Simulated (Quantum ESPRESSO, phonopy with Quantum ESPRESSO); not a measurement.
**Grüneisen parameters and expansion of GaP (F-43m)**

Aim: how the vibrations of GaP shift with volume, and the expansion that follows.

Measurements to reproduce:
- volume expansion coefficient 15.9 1e-6/K, heat capacity C_P per formula unit 44.2 J/mol/K and bulk modulus 88.7 GPa near room temperature (given in “High-Throughput Prediction of Finite-Temperature Properties using the Quasi-Harmonic Approximation”, 2016, arXiv:1603.06924)

Method: DFT PBE, scalar-relativistic, plane waves, GBRV ultrasoft pseudopotentials, in Quantum ESPRESSO 7.5.

Report form: the programs' logs are mostly left out.

## Step 1: The starting structure

Symmetry: F-43m, No. 216, cubic system. The conventional cell has a = 5.451 Å, b = 5.451 Å, c = 5.451 Å, α = 90.00°, β = 90.00°, γ = 90.00°. Ga has 4 P at 2.36 Å nearest. P has 4 Ga at 2.36 Å nearest. Farther neighbours are not listed.

## Step 2: Probe on a coarse mesh

Before spending time, one coarse run tells the gap and the pressure of the starting cell.

probe.in reads:

```
 &control
    calculation='scf',
    prefix='x',
    outdir='./tmp',
    pseudo_dir='./pseudo',
    tprnfor=.true.,
    tstress=.true.,
    verbosity='high',
 /
 &system
    ibrav=0,
    nat=2,
    ntyp=2,
    ecutwfc=45.0,
    ecutrho=270.0,
    occupations='smearing',
    smearing='gaussian',
    degauss=0.01,
 /
 &electrons
    conv_thr=1.0d-07,
    mixing_beta=0.7,
    electron_maxstep=100,
 /
ATOMIC_SPECIES
 Ga     69.7230  Ga.upf
 P      30.9738  P.upf
CELL_PARAMETERS angstrom
     0.000000000    2.725250000    2.725250000
     2.725250000    0.000000000    2.725250000
     2.725250000    2.725250000    0.000000000
ATOMIC_POSITIONS crystal
 Ga     0.000000000   0.000000000   0.000000000
 P      0.250000000   0.250000000   0.250000000
K_POINTS automatic
 6 6 6 0 0 0
```

Started as:

```
OMP_NUM_THREADS=1 mpirun -n 8 pw.x -nk 8 -in probe.in > probe.out
```

The job ended after 2.5 s (8 MPI ranks of Arm Neoverse V1, shared host; 19 s of CPU time).

Numbers from this step:

- volume per atom: 20.24 Å³
- pressure: 1.674 GPa
- gap on the k-mesh: 1.655 eV

The start is under 1.7 GPa at this level and looks like an insulator or semiconductor on this mesh.

## Step 3: Relaxation

The vibrations must be taken about the equilibrium of this functional, not about the starting cell, so the structure is relaxed.

relax.in reads:

```
 &control
    calculation='vc-relax',
    prefix='x',
    outdir='./tmp',
    pseudo_dir='./pseudo',
    tprnfor=.true.,
    tstress=.true.,
    forc_conv_thr=2.0d-05,
    etot_conv_thr=1.0d-07,
    nstep=40,
 /
 &system
    ibrav=0,
    nat=2,
    ntyp=2,
    ecutwfc=45.0,
    ecutrho=270.0,
    occupations='fixed',
    nbnd=14,
 /
 &electrons
    conv_thr=1.0d-11,
    mixing_beta=0.7,
    electron_maxstep=100,
 /
 &ions
 /
 &cell
    press_conv_thr=0.1,
 /
ATOMIC_SPECIES
 Ga     69.7230  Ga.upf
 P      30.9738  P.upf
CELL_PARAMETERS angstrom
     0.000000000    2.725250000    2.725250000
     2.725250000    0.000000000    2.725250000
     2.725250000    2.725250000    0.000000000
ATOMIC_POSITIONS crystal
 Ga     0.000000000   0.000000000   0.000000000
 P      0.250000000   0.250000000   0.250000000
K_POINTS automatic
 8 8 8 0 0 0
```

Started as:

```
OMP_NUM_THREADS=1 mpirun -n 8 pw.x -nk 8 -in relax.in > relax.out
```

Run time: 15 s. Hardware: 8 MPI ranks.

Relaxation path:

| step | energy less that of the first step (eV) | largest force (eV/Å) | volume (Å³) |
| --- | --- | --- | --- |
| 1 | 0.0000 | 0.0000 | 40.48 |
| 2 | -0.0042 | 0.0000 | 40.91 |
| 3 | -0.0062 | 0.0000 | 41.38 |
| 4 | -0.0063 | 0.0000 | 41.48 |
| 5 | -0.0063 | 0.0000 | 41.48 |
| 6 | -0.0092 | 0.0000 | 41.48 |

| conventional cell, symmetrised | before | after | change |
| --- | --- | --- | --- |
| a (Å) | 5.451 | 5.495 | +0.8 % |
| b (Å) | 5.451 | 5.495 | +0.8 % |
| c (Å) | 5.451 | 5.495 | +0.8 % |
| volume (Å³/atom) | 20.24 | 20.74 | +2.5 % |

The relaxed structure:

```
Ga P
1.0
     0.00000    2.74747    2.74747
     2.74747    0.00000    2.74747
     2.74747    2.74747    0.00000
Ga P
1 1
Direct
  0.00000 0.00000 0.00000
  0.25000 0.25000 0.25000
```

Numbers from this step:

| Quantity | Value |
| --- | --- |
| volume per atom | 20.74 Å³ |
| pressure | 0.037 GPa |
| gap on the k-mesh | 1.600 eV |

After the last step pw.x solved the final cell once more on a basis chosen for it, which moves the energy without moving the atoms.

## Step 4: Ground state at this cell

A tight ground state at this cell gives the energy of this member; its pressure is the stress at this cutoff, which can carry an offset from the finite basis.

scf.in reads:

```
 &control
    calculation='scf',
    prefix='x',
    outdir='./tmp',
    pseudo_dir='./pseudo',
    tprnfor=.true.,
    tstress=.true.,
 /
 &system
    ibrav=0,
    nat=2,
    ntyp=2,
    ecutwfc=45.0,
    ecutrho=270.0,
    occupations='fixed',
    nbnd=14,
 /
 &electrons
    conv_thr=1.0d-12,
    mixing_beta=0.7,
    electron_maxstep=100,
 /
ATOMIC_SPECIES
 Ga     69.7230  Ga.upf
 P      30.9738  P.upf
CELL_PARAMETERS angstrom
     0.000000000    2.747473749    2.747473749
     2.747473749    0.000000000    2.747473749
     2.747473749    2.747473749    0.000000000
ATOMIC_POSITIONS crystal
 Ga     0.000000000   0.000000000   0.000000000
 P      0.250000000   0.250000000   0.250000000
K_POINTS automatic
 8 8 8 0 0 0
```

Started as:

```
OMP_NUM_THREADS=1 mpirun -n 8 pw.x -nk 8 -in scf.in > scf.out
```

Run time: 4.6 s. Hardware: 8 MPI ranks.

Numbers from this step:

- pressure: 0.036 GPa

On a basis chosen for the relaxed cell the pressure is 0.036 GPa, small enough for phonons.

## Step 5: Zone-centre response

In a polar crystal the Born charges and ε∞ give the long-range dipole term that a finite supercell misses. They are those of this k-mesh and were not tested on a denser one; where the gap is small they converge slowly, and the LO modes with them.

ph.in reads:

```
phonons
 &inputph
    prefix='x',
    outdir='./tmp',
    fildyn='x.dyn',
    tr2_ph=1.0d-18,
    epsil=.true.,
 /
0.000000000 0.000000000 0.000000000
```

scf.in is that of step 4.

Started as:

```
OMP_NUM_THREADS=1 mpirun -n 8 ph.x -nk 8 -in ph.in > ph.out
```

Elapsed: 68 s, on 8 MPI ranks.

This step gave:

```
Γ frequencies : 3.13, 3.13, 3.13, 347.1, 347.1, 347.1 cm⁻¹ (negative: imaginary)
Γ symmetry    : T_2 G_15 P_4 I+R, T_2 G_15 P_4 I+R, T_2 G_15 P_4 I+R, T_2 G_15 P_4 I+R, T_2 G_15 P_4 I+R, T_2 G_15 P_4 I+R
```

ε∞:

```
11.52  0.00  0.00
 0.00 11.52  0.00
 0.00  0.00 11.52
```

Born charge (rows field, columns displacement), before the sum rule (e), principal values of the symmetric part by kind of site:

| atom | atoms with these values | low | middle | high | mean |
| --- | --- | --- | --- | --- | --- |
| Ga1 | 1 | 2.20 | 2.20 | 2.20 | 2.20 |
| P2 | 1 | -2.30 | -2.30 | -2.30 | -2.30 |

In full for Ga1:

```
2.20 0.00 0.00
0.00 2.20 0.00
0.00 0.00 2.20
```

The Born charges sum to zero within 0.10 e; the rest is removed before use. Acoustic frequencies in this log differ from zero by the error of the sum rule, which ph.x does not impose.

## Step 6: A displaced supercell

One atom (for the harmonic constants) or a pair of atoms (for the cubic ones) is moved by a few hundredths of an ångström; the forces on all atoms give a column of force constants. The threshold is tight because the forces are small.

System of this step: GaP. The structure is monoclinic, space group Cm (No. 8). The conventional cell has a = 13.460 Å, b = 7.771 Å, c = 7.771 Å, α = 90.00°, β = 125.26°, γ = 90.00°. Ga has 4 P at 2.36 to 2.40 Å nearest. Nearest to Ga lie 4 P at 2.38 Å. Nearest to Ga lie 4 P at 2.38 Å. Farther neighbours are not listed.

disp-00001.in reads:

```
 &control
    calculation='scf',
    prefix='x',
    outdir='./tmp',
    pseudo_dir='./pseudo',
    tprnfor=.true.,
    disk_io='none',
 /
 &system
    ibrav=0,
    nat=16,
    ntyp=2,
    ecutwfc=45.0,
    ecutrho=270.0,
    occupations='fixed',
    nbnd=98,
 /
 &electrons
    conv_thr=1.0d-11,
    mixing_beta=0.7,
    electron_maxstep=100,
 /
ATOMIC_SPECIES
 Ga     69.7230  Ga.upf
 P      30.9738  P.upf
CELL_PARAMETERS angstrom
     0.000000000    5.494947498    5.494947498
     5.494947498    0.000000000    5.494947498
     5.494947498    5.494947498    0.000000000
ATOMIC_POSITIONS crystal
 Ga     0.002573662   0.000000000   0.000000000
 Ga     0.500000000   0.000000000   0.000000000
 Ga     0.000000000   0.500000000   0.000000000
 Ga     0.500000000   0.500000000   0.000000000
 Ga     0.000000000   0.000000000   0.500000000
 Ga     0.500000000   0.000000000   0.500000000
 Ga     0.000000000   0.500000000   0.500000000
 Ga     0.500000000   0.500000000   0.500000000
 P      0.125000000   0.125000000   0.125000000
 P      0.625000000   0.125000000   0.125000000
 P      0.125000000   0.625000000   0.125000000
 P      0.625000000   0.625000000   0.125000000
 P      0.125000000   0.125000000   0.625000000
 P      0.625000000   0.125000000   0.625000000
 P      0.125000000   0.625000000   0.625000000
 P      0.625000000   0.625000000   0.625000000
K_POINTS automatic
 3 3 3 0 0 0
```

Started as:

```
OMP_NUM_THREADS=1 mpirun -n 4 pw.x -nk 4 -in disp-00001.in > disp-00001.out
```

Wall time 4 min (4 MPI ranks); 16 min of CPU time.

This step gave:

| Item | Value |
| --- | --- |
| gap on the k-mesh | 1.585 eV |

Force by atom:

| atom | x (eV/Å) | y (eV/Å) | z (eV/Å) | size |
| --- | --- | --- | --- | --- |
| Ga1 | -0.005 | -0.146 | -0.146 | 0.206 |
| Ga2 | 0.000 | 0.020 | 0.020 | 0.029 |
| Ga3 | 0.010 | -0.015 | 0.010 | 0.021 |
| Ga4 | -0.010 | 0.010 | -0.015 | 0.021 |
| Ga5 | 0.010 | 0.010 | -0.015 | 0.021 |
| Ga6 | -0.010 | -0.015 | 0.010 | 0.021 |
| Ga7 | 0.000 | 0.000 | 0.000 | 0.000 |
| Ga8 | 0.000 | 0.002 | 0.002 | 0.003 |
| P9 | 0.051 | 0.061 | 0.061 | 0.100 |
| P10 | -0.047 | 0.057 | 0.057 | 0.094 |
| P11 | 0.000 | 0.010 | 0.011 | 0.015 |
| P12 | 0.000 | -0.002 | -0.002 | 0.003 |
| P13 | 0.000 | 0.011 | 0.010 | 0.015 |
| P14 | 0.000 | -0.002 | -0.002 | 0.003 |
| P15 | -0.002 | 0.000 | 0.000 | 0.002 |
| P16 | 0.002 | 0.000 | 0.000 | 0.002 |

At this level the gap is 1.58 eV on the k-mesh of the self-consistent run, which can miss the band edges.

## Step 7: Forces on a displaced cell

disp-00002.in, as its differences from disp-00001.in of step 6:

```diff
@@ -30,3 +30,3 @@
 ATOMIC_POSITIONS crystal
- Ga     0.002573662   0.000000000   0.000000000
+ Ga     0.000000000   0.000000000   0.000000000
  Ga     0.500000000   0.000000000   0.000000000
@@ -38,3 +38,3 @@
  Ga     0.500000000   0.500000000   0.500000000
- P      0.125000000   0.125000000   0.125000000
+ P      0.127573662   0.125000000   0.125000000
  P      0.625000000   0.125000000   0.125000000
```

Started as:

```
OMP_NUM_THREADS=1 mpirun -n 4 pw.x -nk 4 -in disp-00002.in > disp-00002.out
```

It took 4 min on 4 MPI ranks.

## Step 8: Phonons, V/V0 1

This step: DFT PBE, scalar-relativistic, plane waves, GBRV ultrasoft pseudopotentials (phonopy with Quantum ESPRESSO 4.10.0 / 7.5).

It took 4 min on 8 threads.

Numbers from this step:

| Property | Result |
| --- | --- |
| point group | -43m |
| highest frequency | 380.8 cm⁻¹ |
| Debye temperature from the second moment | 495 K |
| lowest frequency on the path | 0 cm⁻¹ |
| zero-point energy | 0.08923 eV/cell |
| Γ frequencies | 0, 0, 0, 347.4, 347.4, 347.4 cm⁻¹ (negative: imaginary) |

Phonopy, LO-TO term from ph.x's tensors. Phonon branches along the path, in cm⁻¹:

| point | branch 1 | branch 2 | branch 3 | branch 4 | branch 5 | branch 6 |
| --- | --- | --- | --- | --- | --- | --- |
| Γ | 0 | 0 | 0 | 347 | 347 | 381 |
| halfway | 73 | 73 | 161 | 345 | 345 | 371 |
| X | 101 | 101 | 243 | 343 | 343 | 351 |
| halfway | 100 | 119 | 237 | 340 | 343 | 354 |
| U | 96 | 149 | 220 | 335 | 343 | 357 |
| jump to K | 96 | 149 | 220 | 335 | 343 | 357 |
| halfway | 63 | 103 | 161 | 345 | 347 | 366 |
| Γ | 0 | 0 | 0 | 347 | 347 | 381 |
| halfway | 56 | 56 | 151 | 346 | 346 | 371 |
| L | 79 | 79 | 226 | 344 | 344 | 354 |
| halfway | 92 | 135 | 214 | 338 | 344 | 357 |
| W | 118 | 151 | 212 | 331 | 347 | 357 |
| halfway | 110 | 124 | 231 | 336 | 345 | 355 |
| X | 101 | 101 | 243 | 343 | 343 | 351 |

Harmonic. Thermo, by row:

| T (K) | F_vib (meV/atom) | S (J/mol-atom/K) | C_V (J/mol-atom/K) |
| --- | --- | --- | --- |
| 0 | 44.61 | 0 | 0 |
| 50 | 44.22 | 2.578 | 5.109 |
| 100 | 41.48 | 8.091 | 11.34 |
| 150 | 35.83 | 13.65 | 16.08 |
| 200 | 27.42 | 18.72 | 19.04 |
| 250 | 16.54 | 23.17 | 20.82 |
| 300 | 3.5 | 27.07 | 21.93 |
| 350 | -11.44 | 30.51 | 22.66 |
| 400 | -28.06 | 33.57 | 23.16 |
| 450 | -46.19 | 36.32 | 23.51 |
| 500 | -65.67 | 38.81 | 23.77 |
| 550 | -86.38 | 41.09 | 23.97 |
| 600 | -108.2 | 43.18 | 24.12 |
| 650 | -131.1 | 45.12 | 24.24 |
| 700 | -155 | 46.92 | 24.33 |
| 750 | -179.7 | 48.6 | 24.41 |
| 800 | -205.3 | 50.17 | 24.47 |
| 850 | -231.7 | 51.66 | 24.52 |
| 900 | -258.8 | 53.06 | 24.57 |
| 950 | -286.7 | 54.39 | 24.61 |
| 1000 | -315.2 | 55.66 | 24.64 |

The modes has structure finer than the step of the table below, so its rows give means over 10 cm⁻¹, whole bins alone (the curve runs from -10 to 402 cm⁻¹). Peaks (cm⁻¹: height): Ga 93.6: 0.0272, 212.7: 0.0318, 344.7: 0.0487, 357.7: 0.0125; P 344.7: 0.156, 357.7: 0.0767.

Phonopy on the run's constants, 17x17x17 mesh, Gaussian sigma 2.9 cm⁻¹. Table of modes by wavenumber; means over each step; values in 1/cm⁻¹/cell:

| wavenumber (cm⁻¹) | Ga | P |
| --- | --- | --- |
| 0 | 3.5e-5 | 2.0e-5 |
| 10 | 1.5e-4 | 6.7e-5 |
| 20 | 4.6e-4 | 2.0e-4 |
| 30 | 0.00137 | 5.9e-4 |
| 40 | 0.00238 | 1.0e-3 |
| 50 | 0.00384 | 0.00155 |
| 60 | 0.00691 | 0.00267 |
| 70 | 0.0113 | 0.00411 |
| 80 | 0.0212 | 0.00719 |
| 90 | 0.0261 | 0.00810 |
| 100 | 0.0246 | 0.00689 |
| 110 | 0.0158 | 0.00425 |
| 120 | 0.0113 | 0.00312 |
| 130 | 0.0111 | 0.00293 |
| 140 | 0.0113 | 0.00292 |
| 150 | 0.0116 | 0.00294 |
| 160 | 0.00545 | 0.00138 |
| 170 | 0.00343 | 8.4e-4 |
| 180 | 0.00446 | 9.4e-4 |
| 190 | 0.00670 | 0.00113 |
| 200 | 0.0123 | 0.00136 |
| 210 | 0.0271 | 0.00148 |
| 220 | 0.0172 | 7.2e-4 |
| 230 | 0.00549 | 1.9e-4 |
| 240 | 0.00184 | 3.6e-5 |
| 250 | 8.4e-5 | 7.0e-7 |
| 260 | 0 | 0 |
| 270 | 0 | 0 |
| 280 | 0 | 0 |
| 290 | 0 | 0 |
| 300 | 0 | 0 |
| 310 | 0 | 0 |
| 320 | 1.5e-6 | 9.3e-5 |
| 330 | 6.7e-4 | 0.0132 |
| 340 | 0.0218 | 0.0892 |
| 350 | 0.0207 | 0.0728 |
| 360 | 0.00861 | 0.0514 |
| 370 | 0.00324 | 0.0124 |
| 380 | 0.00134 | 0.00364 |
| 390 | 2.7e-5 | 6.7e-5 |

No LO-TO term. Modes at Γ, with each element's share of the kinetic energy:

| mode | frequency (cm⁻¹) | symmetry | Ga % | P % |
| --- | --- | --- | --- | --- |
| 1 | 0.0 | T2 | 69 | 31 |
| 2 | 0.0 | T2 | 69 | 31 |
| 3 | 0.0 | T2 | 69 | 31 |
| 4 | 347.4 | T2 | 31 | 69 |
| 5 | 347.4 | T2 | 31 | 69 |
| 6 | 347.4 | T2 | 31 | 69 |

Displacements in mode 4 (347.4 cm⁻¹), the largest set to 1:
```
Ga1  0.00  0.02 -0.44
P2   0.00 -0.05  1.00
```

No mode is imaginary beyond numerical noise along the path.

The time given is that of the 2 pw.x runs on displaced cells behind this step.

## Step 9: Self-consistent run, V/V0 1.015

This step: DFT PBE, scalar-relativistic, plane waves, GBRV ultrasoft pseudopotentials (Quantum ESPRESSO 7.5).

System of this step: GaP. The structure is cubic, space group F-43m (No. 216). Conventional cell: a = 5.522 Å, b = 5.522 Å, c = 5.522 Å, α = 90.00°, β = 90.00°, γ = 90.00°. Nearest to Ga lie 4 P at 2.39 Å. P has 4 Ga at 2.39 Å nearest. Farther neighbours are not listed.

scf.in, as its differences from that of step 5:

```diff
@@ -26,5 +26,5 @@
 CELL_PARAMETERS angstrom
-     0.000000000    2.747473749    2.747473749
-     2.747473749    0.000000000    2.747473749
-     2.747473749    2.747473749    0.000000000
+     0.000000000    2.761142998    2.761142998
+     2.761142998    0.000000000    2.761142998
+     2.761142998    2.761142998    0.000000000
 ATOMIC_POSITIONS crystal
```

Started as:

```
OMP_NUM_THREADS=1 mpirun -n 8 pw.x -nk 8 -in scf.in > scf.out
```

Elapsed: 4.2 s, on 8 MPI ranks.

At this level the gap is 1.50 eV on the k-mesh of the self-consistent run, which can miss the band edges.

## Step 10: Zone-centre response

ph.in is that of step 5.

scf.in is that of step 9.

Started as:

```
OMP_NUM_THREADS=1 mpirun -n 8 ph.x -nk 8 -in ph.in > ph.out
```

Run time: 70 s. Hardware: 8 MPI ranks; 9.3 min of CPU time.

ε∞:

```
11.77  0.00  0.00
 0.00 11.77  0.00
 0.00  0.00 11.77
```

The Born charges sum to zero within 0.11 e; the rest is removed before use. Acoustic frequencies in this log differ from zero by the error of the sum rule, which ph.x does not impose.

## Step 11: Forces on a displaced cell

System of this step: GaP. It takes space group Cm (No. 8, monoclinic). The conventional cell has a = 13.527 Å, b = 7.810 Å, c = 7.810 Å, α = 90.00°, β = 125.26°, γ = 90.00°. Ga has 4 P at 2.37 to 2.41 Å nearest. Nearest to Ga lie 4 P at 2.39 Å. Nearest to Ga lie 4 P at 2.39 Å. Farther neighbours are not listed.

disp-00001.in, as its differences from that of step 6:

```diff
@@ -26,7 +26,7 @@
 CELL_PARAMETERS angstrom
-     0.000000000    5.494947498    5.494947498
-     5.494947498    0.000000000    5.494947498
-     5.494947498    5.494947498    0.000000000
+     0.000000000    5.522285995    5.522285995
+     5.522285995    0.000000000    5.522285995
+     5.522285995    5.522285995    0.000000000
 ATOMIC_POSITIONS crystal
- Ga     0.002573662   0.000000000   0.000000000
+ Ga     0.002560921   0.000000000   0.000000000
  Ga     0.500000000   0.000000000   0.000000000
```

Started as:

```
OMP_NUM_THREADS=1 mpirun -n 4 pw.x -nk 4 -in disp-00001.in > disp-00001.out
```

Run time: 4 min. Hardware: 4 MPI ranks; 16 min of CPU time.

## Step 12: Lattice dynamics at this volume, V/V0 1.015

This step: DFT PBE, scalar-relativistic, plane waves, GBRV ultrasoft pseudopotentials (phonopy with Quantum ESPRESSO 4.10.0 / 7.5).

Elapsed: 4.1 min, on 8 threads.

Phonopy, LO-TO term from ph.x's tensors. Phonon branches along the path, in cm⁻¹:

| point | branch 1 | branch 2 | branch 3 | branch 4 | branch 5 | branch 6 |
| --- | --- | --- | --- | --- | --- | --- |
| Γ | 0 | 0 | 0 | 341 | 341 | 375 |
| halfway | 74 | 74 | 159 | 338 | 338 | 365 |
| X | 102 | 102 | 240 | 336 | 336 | 345 |
| halfway | 101 | 120 | 233 | 333 | 336 | 347 |
| U | 98 | 149 | 217 | 328 | 336 | 350 |
| jump to K | 98 | 149 | 217 | 328 | 336 | 350 |
| halfway | 64 | 103 | 159 | 338 | 340 | 359 |
| Γ | 0 | 0 | 0 | 341 | 341 | 375 |
| halfway | 57 | 57 | 149 | 339 | 339 | 365 |
| L | 80 | 80 | 223 | 337 | 337 | 348 |
| halfway | 93 | 135 | 211 | 332 | 337 | 349 |
| W | 119 | 151 | 209 | 325 | 339 | 349 |
| halfway | 111 | 125 | 227 | 330 | 337 | 347 |
| X | 102 | 102 | 240 | 336 | 336 | 345 |

No mode is imaginary beyond numerical noise along the path. The highest zone-centre mode (no LO–TO term) moved by -1.8 % for a volume change of +1.5 %.

The time given is that of the 2 pw.x runs on displaced cells behind this step.

## Step 13: Self-consistent run, V/V0 0.985

This step: DFT PBE, scalar-relativistic, plane waves, GBRV ultrasoft pseudopotentials (Quantum ESPRESSO 7.5).

System of this step: GaP. Symmetry: F-43m, No. 216, cubic system. The conventional cell has a = 5.467 Å, b = 5.467 Å, c = 5.467 Å, α = 90.00°, β = 90.00°, γ = 90.00°. Nearest to Ga lie 4 P at 2.37 Å. Nearest to P lie 4 Ga at 2.37 Å. Farther neighbours are not listed.

scf.in, as its differences from that of step 10:

```diff
@@ -26,5 +26,5 @@
 CELL_PARAMETERS angstrom
-     0.000000000    2.761142998    2.761142998
-     2.761142998    0.000000000    2.761142998
-     2.761142998    2.761142998    0.000000000
+     0.000000000    2.733667115    2.733667115
+     2.733667115    0.000000000    2.733667115
+     2.733667115    2.733667115    0.000000000
 ATOMIC_POSITIONS crystal
```

Started as:

```
OMP_NUM_THREADS=1 mpirun -n 8 pw.x -nk 8 -in scf.in > scf.out
```

Run time: 4.2 s. Hardware: 8 MPI ranks; 33 s of CPU time.

The run ends at a pressure of 1.26 GPa.

## Step 14: Born charges and dielectric tensor

ph.in is that of step 10.

scf.in is that of step 13.

Started as:

```
OMP_NUM_THREADS=1 mpirun -n 8 ph.x -nk 8 -in ph.in > ph.out
```

The job ended after 68 s (8 MPI ranks).

The Born charges sum to zero within 0.10 e; the rest is removed before use. Acoustic frequencies in this log differ from zero by the error of the sum rule, which ph.x does not impose.

## Step 15: Forces on a displaced cell

System of this step: GaP. The structure is monoclinic, space group Cm (No. 8). Conventional cell: a = 13.392 Å, b = 7.732 Å, c = 7.732 Å, α = 90.00°, β = 125.26°, γ = 90.00°. Ga has 4 P at 2.35 to 2.38 Å nearest. Nearest to Ga lie 4 P at 2.37 Å. Nearest to Ga lie 4 P at 2.37 Å. Farther neighbours are not listed.

disp-00001.in, as its differences from that of step 11:

```diff
@@ -26,7 +26,7 @@
 CELL_PARAMETERS angstrom
-     0.000000000    5.522285995    5.522285995
-     5.522285995    0.000000000    5.522285995
-     5.522285995    5.522285995    0.000000000
+     0.000000000    5.467334230    5.467334230
+     5.467334230    0.000000000    5.467334230
+     5.467334230    5.467334230    0.000000000
 ATOMIC_POSITIONS crystal
- Ga     0.002560921   0.000000000   0.000000000
+ Ga     0.002586660   0.000000000   0.000000000
  Ga     0.500000000   0.000000000   0.000000000
```

Started as:

```
OMP_NUM_THREADS=1 mpirun -n 4 pw.x -nk 4 -in disp-00001.in > disp-00001.out
```

Wall time 3.9 min (4 MPI ranks).

(Part 1 of 2 ends here.)

[Logs are printed without paths, hosts, clocks, repeated set-up lines and the standing remarks that a program may print on its own settings, such as how far it seeks lower states.]

[Hosts, paths, dates, database ids (printed as entryN), source tags and the programs' standing remarks are cut or masked in the printed files.]

[A step with changed settings may run another functional than the one named; its input shows which.]

[Of the runs on displaced cells, only some may be shown.]
